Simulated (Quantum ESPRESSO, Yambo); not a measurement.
# Quasiparticle gap of OsClF (1T monolayer (Janus)) in Yambo, part 3 of 3

Wanted: ground state, empty states, screening and self-energy for OsClF (1T monolayer (Janus)).

Quantum ESPRESSO 7.5 and Yambo 5.3.0; PBE and many-body steps on it, plane waves. Known limits of the many-body steps: not at the basis limit; no spin polarisation; d states lean on the start; no spin-orbit coupling.

So far. Step 3 (Bands along the symmetry lines): The gap is 1.331 eV, −0.009 eV from the run before at this level. Step 4 (Empty states on the mesh, 9×9×1 mesh, 94 bands): On this mesh the gap is 1.325 eV.

## (6) Screening and self-energy, 9×9×1 mesh, 94 bands, screening to 108.8 eV

Now the one-shot GW correction: screening in the RPA, then the self-energy of the levels asked for.

This step: G0W0 on PBE, plane waves, norm-conserving pseudopotentials.

File gw1.in:

```
HF_and_locXC
gw0
dyson
ppa
em1d
rim_cut
rim_w
RandQpts= 3000000
RandGvec= 100 RL
CUTGeo= "slab z"
RandGvecW= 9 RL
EXXRLvcs= 72 Ry
VXCRLvcs= 288 Ry
Chimod= "HARTREE"
% BndsRnXp
 1 | 94 |
%
NGsBlkXp= 8 Ry
% LongDrXp
 1 | 1 | 0 |
%
% GbndRnge
 1 | 94 |
%
DysSolver= "n"
ExtendOut
PPAPntXp= 27.21138 eV
% QPkrange
 2 | 2 | 14 | 17 |
 10 | 10 | 14 | 17 |
 1 | 1 | 14 | 17 |
%
```

On the command line:

```sh
$ OMP_NUM_THREADS=1 mpirun -n 4 yambo -F gw1.in -J gw1 -C gw1 > gw1.log
```

The program printed:

```text
 Yambo, version 5.3.0

 [02] CORE Variables Setup
 =========================

  [... cell, symmetries and grids as in the set-up ...]

  [02.05] Energies & Occupations
  ==============================

  [X] === General ===
  [X] Electronic Temperature                        :  0.000000  0.000000 [eV K]
  [X] Bosonic    Temperature                        :  0.000000  0.000000 [eV K]
  [X] Finite Temperature mode                       : no
  [X] El. density                                   :  0.20355E+24 [cm-3]
  [X] Fermi Level                                   :  0.195825 [eV]

  [X] === Gaps and Widths ===
  [X] Conduction Band Min                           :  1.324621 [eV]
  [X] Valence Band Max                              :  0.000000 [eV]
  [X] Filled Bands                                  :  15
  [X] Empty Bands                                   :   16   94
  [X] Direct Gap                                    :  1.692569 [eV]
  [X] Direct Gap localized at k                     :  10
  [X] Indirect Gap                                  :  1.324621 [eV]
  [X] Indirect Gap between kpts                     :   2  10
  [X] Last valence band width                       :  0.392972 [eV]
  [X] 1st conduction band width                     :  1.134148 [eV]

 [03] Transferred momenta grid and indexing
 ==========================================

 IBZ Q-points                                      :  12
 BZ  Q-points                                      :   81

 K/Q-points units:
 rlu = crystal or reduced units; cc = cartesian coordinates; iku = interal k-units

 Q [ 1]         [rlu]:  0.000000  0.000000  0.000000
 Q [ 2]         [rlu]:  0.22827E-17  0.11111       0.0000
 Q [ 3]         [rlu]:  0.45655E-17  0.22222       0.0000
 Q [ 4]         [rlu]:  0.68482E-17  0.33333       0.0000
 Q [ 5]         [rlu]:  0.91310E-17  0.44444       0.0000
 Q [ 6]         [rlu]:  0.111111  0.111111  0.000000
 Q [ 7]         [rlu]:  0.111111  0.222222  0.000000
 Q [ 8]         [rlu]:  0.111111  0.333333  0.000000
 Q [ 9]         [rlu]:  0.111111  0.444444  0.000000
 Q [10]         [rlu]:  0.222222  0.222222  0.000000
 Q [11]         [rlu]:  0.222222  0.333333  0.000000
 Q [12]         [rlu]:  0.333333  0.333333  0.000000

 [04] Coloumb potential Random Integration (RIM)
 ===============================================

 Performing RIM of v_slab

  [04.01] RIM initialization
  ==========================

  * Diagonal components only detected *

  8 x (sBL volume)        :  0.024632 [a.u.]
  sBZ random points       :  3000000
  Points outside the sBZ  :  24000829
  RL volume               :  0.249404 [a.u.]
  Integrated volume       :  0.249395 [a.u.]

  [04.02] RIM integrals
  =====================

  Gamma point sphere radius             :  0.028729 [a.u.]
  Points outside the sphere             :  2398884
  [Int_sBZ(q=0) 1/q^2]*(Vol_sBZ)^(-1/3) =:  7.155240
                                 should be <:  7.795600

  Summary of Coulomb integrals for non-metallic bands |Q|[au] RIM/Bare

  Q [1] 0.100000E-4 0.917856 * Q [2] 0.122354 0.868056
  Q [6] 0.211923 0.972757 * Q [3] 0.244707 0.988039
  Q [7] 0.323717 1.003926 * Q [4] 0.367061 1.006607
  Q [10] 0.423846 1.007414 * Q [8] 0.441153 1.007412
  Q [5] 0.489415 1.006985 * Q [11] 0.533327 1.006332
  Q [9] 0.560695 1.005945 * Q [12] 0.635769 1.004859
  Non-periodic chartesian directions : none
  Optical renormalization            :  26.45617 [au]
  Polarizability dimension           : length

 [05] Coloumb potential CutOffslab
 =================================

 Cut directionsZ
 Slab Cutoff:Z
 Symmetry test passed : yes

 [06] Dipoles
 ============

  [06.01] Setup: observables and procedures
  =========================================

  [WARNING] [x,Vnl] slows the Dipoles computation. To neglect it rename the ns.kb_pp file

 [07] Dynamic Dielectric Matrix (PPA)
 ====================================

 [WR./gw1//ndb.pp]---------------------------------------------------------------
  Brillouin Zone Q/K grids (IBZ/BZ)                :   12   81   12   81
  RL vectors                                       :  12665 [WF]
  Coulomb cutoff potential                         : slab z
  Electronic Temperature                           :  0.000000 [K]
  Bosonic    Temperature                           :  0.000000 [K]
  PPA    diel. fun.  energies                      : Perdew, Burke & Ernzerhof(X)+Perdew, Burke & Ernzerhof(C)
  wavefunctions                                    : Perdew, Burke & Ernzerhof(X)+Perdew, Burke & Ernzerhof(C)
  Global Gauge                                     : length
  X matrix size                                    :   353
  X band range                                     :    1   94
  X e/h energy range                               : -1.000000 -1.000000 [eV]
  X Time ordering                                  : R
  X Hxc Kernel                                     : HARTREE
  X Drude frequency                                :  0.000000  0.000000
  X poles                                          :  100.0000 [o/o]
  RL vectors in the sum                            :  12665
  [r,Vnl] included                                 : yes
  Field direction                                  :  0.707107E-5  0.707107E-5   0.00000
  BZ energy Double Grid                            : no
  BZ energy DbGd points                            : 0
  BZ Q point size factor                           : -1.000000
  X Optical Averaged directions                    : none

 [08] Local Exchange-Correlation + Non-Local Fock
 ================================================

 [VXC] Plane waves :   82061
 [EXS] Plane waves :  10193

 QP @ state[ 1 ] K range:  1  2
 QP @ state[ 1 ] b range:  14  17
 QP @ state[ 2 ] K range:  10  10
 QP @ state[ 2 ] b range:  14  17

 [xc] Functional : Perdew, Burke & Ernzerhof(X)+Perdew, Burke & Ernzerhof(C)
 [xc] LIBXC used to calculate xc functional
  PP Number of Atomic Species                      :  3
  NLCC RL compoments                               :   82061
  PP Number of Atomic Species                      :  3
  NLCC RL compoments                               :   82061

 [xc] E_xc :  -17.10152 [Ha]
      E_xc :  -34.20304 [Ry]

  Local XC kind (lXC) : Perdew, Burke & Ernzerhof(X)+Perdew, Burke & Ernzerhof(C)
  Non-Local XC kind (nlXC) : Hartree-Fock

  Corrections @ K [1] :  [eV]
 <14|nlXC|14> = -21.42032 -0.46092E-17 <14|lXC|14> = -17.95316  0.94408E-16
 <15|nlXC|15> = -19.79855 -0.49841E-17 <15|lXC|15> = -16.75634 -0.75527E-15
 <16|nlXC|16> = -13.43318  0.50323E-18 <16|lXC|16> = -19.02241  0.11329E-14
 <17|nlXC|17> = -13.43319 -0.48110E-18 <17|lXC|17> = -19.02242 -0.18882E-15

  Corrections @ K [2] :  [eV]
 <14|nlXC|14> = -21.73514 -0.18473E-17 <14|lXC|14> = -18.24074  0.000000
 <15|nlXC|15> = -20.72978 -0.33985E-17 <15|lXC|15> = -17.54145 -0.18882E-15
 <16|nlXC|16> = -12.11098  0.24772E-18 <16|lXC|16> = -17.29343  0.18882E-15
 <17|nlXC|17> = -13.34576  0.69418E-18 <17|lXC|17> = -18.95943  0.18882E-15

  Corrections @ K [10] :  [eV]
 <14|nlXC|14> = -21.59892 -0.27834E-18 <14|lXC|14> = -18.24028  0.37763E-15
 <15|nlXC|15> = -22.11036 -0.74094E-17 <15|lXC|15> = -18.81427  0.000000
 <16|nlXC|16> = -12.79757  0.83464E-18 <16|lXC|16> = -18.05726 -0.23602E-16
 <17|nlXC|17> = -13.24684 -0.18849E-18 <17|lXC|17> = -18.65512  0.000000

 [09] Dyson equation: Newton solver
 ==================================

  [09.01] RIM-W interpolation
  ===========================

  [WARNING] RIM-W works only for 2D semiconductors with slab cutoff
  Found compatible q grid: 2D
  q_min[ 1 ]:  0.11111      0.32654E-11   0.0000     [rlu]
   0.111111  0.055556  0.000000 [iku]
  q_min[ 2 ]:  0.22827E-17  0.11111       0.0000     [rlu]
   0.36799E-11  0.11111       0.0000     [iku]
  G-vectors :   9
  G-vectors loaded:   61
  Number of interpolated frequencies:  2

  Evaluating coefficients q = 0
  Evaluating coefficients q = 0

  [09.02] RIM-W integrals
  =======================

  8 x (sBL volume)        :  0.024632 [a.u.]
  sBZ random points       :  3000000
  Points outside the sBZ  :  24000829
  RL volume               :  0.249404 [a.u.]
  Integrated volume       :  0.249395 [a.u.]

  [09.03] RIM integrals
  =====================

  Comparison between head Wc = W - v averages: < Wc > [au] RIM-W/RIM

   < -Wc [Q = 1] > 0.225627E-1 0.268019E-4 * < -Wc [Q = 2] > 0.004995 0.004892
   < -Wc [Q = 3] > 0.001085 0.001068 * < -Wc [Q = 4] > 0.385949E-3 0.381809E-3
   < -Wc [Q = 5] > 0.177403E-3 0.176128E-3 * < -Wc [Q = 6] > 0.001534 0.001507
   < -Wc [Q = 7] > 0.538270E-3 0.532092E-3 * < -Wc [Q = 8] > 0.236691E-3 0.234904E-3
   < -Wc [Q = 9] > 0.122143E-3 0.121510E-3 * < -Wc [Q = 10] > 0.264960E-3 0.263000E-3
   < -Wc [Q = 11] > 0.141404E-3 0.140691E-3 * < -Wc [Q = 12] > 0.864618E-4 0.861574E-4

  Comparison between head Wc = W - v averages: < Wc > [au] RIM-W/RIM

   < -Wc [G = 1,G`=0] > 0.225627E-1 0.268019E-4 * < -Wc [G = 2,G`=0] >-0.001085 0.000000
   < -Wc [G = 3,G`=0] >-0.001085 0.000000 * < -Wc [G = 4,G`=0] > 0.356874E-4  0.00000
   < -Wc [G = 5,G`=0] > 0.356916E-4  0.00000 * < -Wc [G = 6,G`=0] > 0.159167E-4  0.00000
   < -Wc [G = 7,G`=0] > 0.159082E-4  0.00000 * < -Wc [G = 8,G`=0] >-0.613006E-5  0.00000
   < -Wc [G = 9,G`=0] >-0.612929E-5  0.00000

 [10] G0W0 (W PPA)
 =================

 [  GW  ] Bands range     :    1   94
 [GW/PPA] G damping       :  0.100000 [eV]

 QP @ state[ 1 ] K range:  1  2
 QP @ state[ 1 ] b range:  14  17
 QP @ state[ 2 ] K range:  10  10
 QP @ state[ 2 ] b range:  14  17

  Sc/G bands                                       :    1   94
  Sc/G damping                                     :  0.100000 ev
  Sc bands terminator                              : no
  Sx RL components                                 :  10193

  QP @ state[ 1 ] K range                          :  1  2
  QP @ state[ 1 ] b range                          :  14  17
  QP @ state[ 2 ] K range                          :  10  10
  QP @ state[ 2 ] b range                          :  14  17
  GF energies kind                                 : Perdew, Burke & Ernzerhof(X)+Perdew, Burke & Ernzerhof(C)
  GF WF`s kind                                     : Perdew, Burke & Ernzerhof(X)+Perdew, Burke & Ernzerhof(C)
  Xs energies kind                                 : Perdew, Burke & Ernzerhof(X)+Perdew, Burke & Ernzerhof(C)
  Xs WF`s kind                                     : Perdew, Burke & Ernzerhof(X)+Perdew, Burke & Ernzerhof(C)

 [14] Game Over & Game summary
```

It took 5.7 min on 4 MPI ranks of Arm Neoverse V2, shared host; peak memory 2.5 GiB.

Numbers from this step:

- G0W0 gap on the points computed: 2.709 eV
- starting gap on the mesh: 1.325 eV
- k of the valence top: 0, 0.1111, 0
- k of the conduction bottom: 0.2222, 0.2222, 0
- least direct G0W0 gap on the computed points: 2.869 eV
- Z at the valence top: 0.7553
- Z at the conduction bottom: 0.7599

The gap on the mesh goes from 1.32 eV to 2.71 eV, a correction of +1.38 eV.

Limits: finite bands, cutoff and mesh; no spin polarisation; d states lean on the start; no spin-orbit coupling. v1 is the top filled band, c1 the lowest empty one. The levels before and after the correction (eV, zero at the valence-band top of each column):

|  | conduction bottom | valence top |
| --- | --- | --- |
| Kohn-Sham | 1.32 | 0.00 |
| G0W0 | 2.71 | 0.00 |

|  | level | energy (eV) |
| --- | --- | --- |
| Kohn-Sham | (0 0.111 0) v2 | -1.156 |
| Kohn-Sham | (0 0.111 0) v1 | 0.000 |
| Kohn-Sham | (0 0.111 0) c1 | 2.071 |
| Kohn-Sham | (0 0.111 0) c2 | 2.407 |
| Kohn-Sham | (0.222 0.222 0) v2 | -0.544 |
| Kohn-Sham | (0.222 0.222 0) v1 | -0.368 |
| Kohn-Sham | (0.222 0.222 0) c1 | 1.325 |
| Kohn-Sham | (0.222 0.222 0) c2 | 2.184 |
| G0W0 | (0 0.111 0) v2 | -1.028 |
| G0W0 | (0 0.111 0) v1 | 0.000 |
| G0W0 | (0 0.111 0) c1 | 3.415 |
| G0W0 | (0 0.111 0) c2 | 3.919 |
| G0W0 | (0.222 0.222 0) v2 | -0.471 |
| G0W0 | (0.222 0.222 0) v1 | -0.160 |
| G0W0 | (0.222 0.222 0) c1 | 2.709 |
| G0W0 | (0.222 0.222 0) c2 | 3.678 |

## (7) Where the time went

Times are wall times on the hardware named with each run, good to a factor of about two.

| step | time | share | memory (GiB) |
| --- | --- | --- | --- |
| ground state | 16 s | 4 % | 0.45 |
| bands along the symmetry lines | 7.3 s | 2 % | 0.35 |
| empty states on the mesh | 20 s | 5 % | 0.6 |
| conversion and set-up | 3.1 s | 1 % | 0.25 |
| screening and self-energy | 5.7 min | 88 % | 2.5 |

## (8) Summary of results

- PBE gap: 1.33 eV, indirect
- G0W0 gap on the mesh: 2.71 eV
- GW settings: 9×9×1 mesh, 94 bands, screening to 108.8 eV, Godby-Needs plasmon pole
- known limits: not at the basis limit; no spin polarisation; d states lean on the start; no spin-orbit coupling

**Reading.** G0W0 moves the gap on the mesh from 1.32 eV to 2.71 eV (+1.38 eV), with Z of 0.76 and 0.76 at the edges. Only 3 of the mesh's irreducible points were corrected, so a valley elsewhere could overtake. The dearest step here is «screening and self-energy». Bands and cutoff are finite, so the gap is not at the basis limit. The miss can reach some tenths of an eV and take either sign; the mesh is an error of its own. In the G0W0 run levels were corrected at 3 k points alone, so a gap called «on the mesh» is the least over those, and an edge elsewhere would be missed. The runs have no spin polarisation. For a closed low-spin shell that is the natural state; where a d or f shell is open it is a constraint, and the gap is then not the crystal's own. With d states at the gap, one-shot GW leans hard on its start. The many-body steps are scalar-relativistic: spin-orbit coupling is not in them.

[Paths, hosts, dates, memory and timing lines, banners, echoed tables and standing remarks are left out of the program output.]

[Logs are printed without paths, hosts, clocks, repeated set-up lines and the standing remarks that a program may print on its own settings, such as how far it seeks lower states.]

[Runs of the session that timed out or met a known fault of the program may be left out.]

[Hosts, paths, dates, database ids (printed as entryN), source tags and the programs' standing remarks are cut or masked in the printed files.]
